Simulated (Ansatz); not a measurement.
# Memory against size: H-capped ZnSe nanowire along [110] (30 atoms) repeated, support functions

The cell holds 30 atoms: 8 Zn, 6 Se and 16 H. Cell: a = 16.458 Å, b = 15.539 Å, c = 8.016 Å, α = 90.0°, β = 90.0°, γ = 90.0°. It derives from ZnSe (zinc-blende). Square section of size parameter 3.53 Å cut from zinc-blende ZnSe (a = 5.668 Å) along [110], 2 periods, broken bonds capped with H, 9 Å of vacuum. Regions: wire, 14 atoms (8 Zn and 6 Se); hydrogen, 16 atoms (16 H). Vacuum lies along a and b. The structure repeats along c.

Calculated with Ansatz 0.2.0: Kohn-Sham DFT, PBE, PAW (set soft_2, large core), localised support functions (medium); the typed cell is repeated and solved at Γ on 4 threads of Arm Neoverse V1, shared host.

| atoms | peak host memory (GiB) | repeats | SCF cycles |
| --- | --- | --- | --- |
| 30 | 2.606 | 1×1×1 | 17 |
| 60 | ? | ? | ? |
| 120 | 7.832 | 1×1×4 | 23 |
| 210 | 12.91 | 1×1×7 | 24 |

**Question.** Fit a power law of the atom count to the rows given and interpolate to the withheld row.

Worked fit:

A power law y = A x^b is a line in u = ln x and v = ln y.

| u = ln x | v = ln y |
| --- | --- |
| 3.40120 | 0.957816 |
| 4.78749 | 2.05822 |
| 5.34711 | 2.55800 |

With n = 3: mean u = 4.51193, mean v = 1.85801, Σ(u − ū)² = 2.0072, Σ(u − ū)(v − v̄) = 1.6397. Slope b = 1.6397 / 2.0072 = 0.81690; intercept a = v̄ − b ū = -1.8278.

At the withheld row u = 4.094, v = a + b u = 1.517, and y = exp(v).

Prediction at 60: 4.558 GiB. The run gave 4.62 GiB, so the fit is low by 0.062 GiB (1.3 % of the value).

The fitted exponent is 0.82. Between neighbouring rows, the withheld one included, the exponents are 0.83, 0.76 and 0.89. Among the rows given, the largest relative miss of the fit is at 120, by 0.20 GiB (2.5 %).

Limits: One run a row.

[Hosts, paths, dates, database ids (printed as entryN), source tags and the programs' standing remarks are cut or masked in the printed files.]
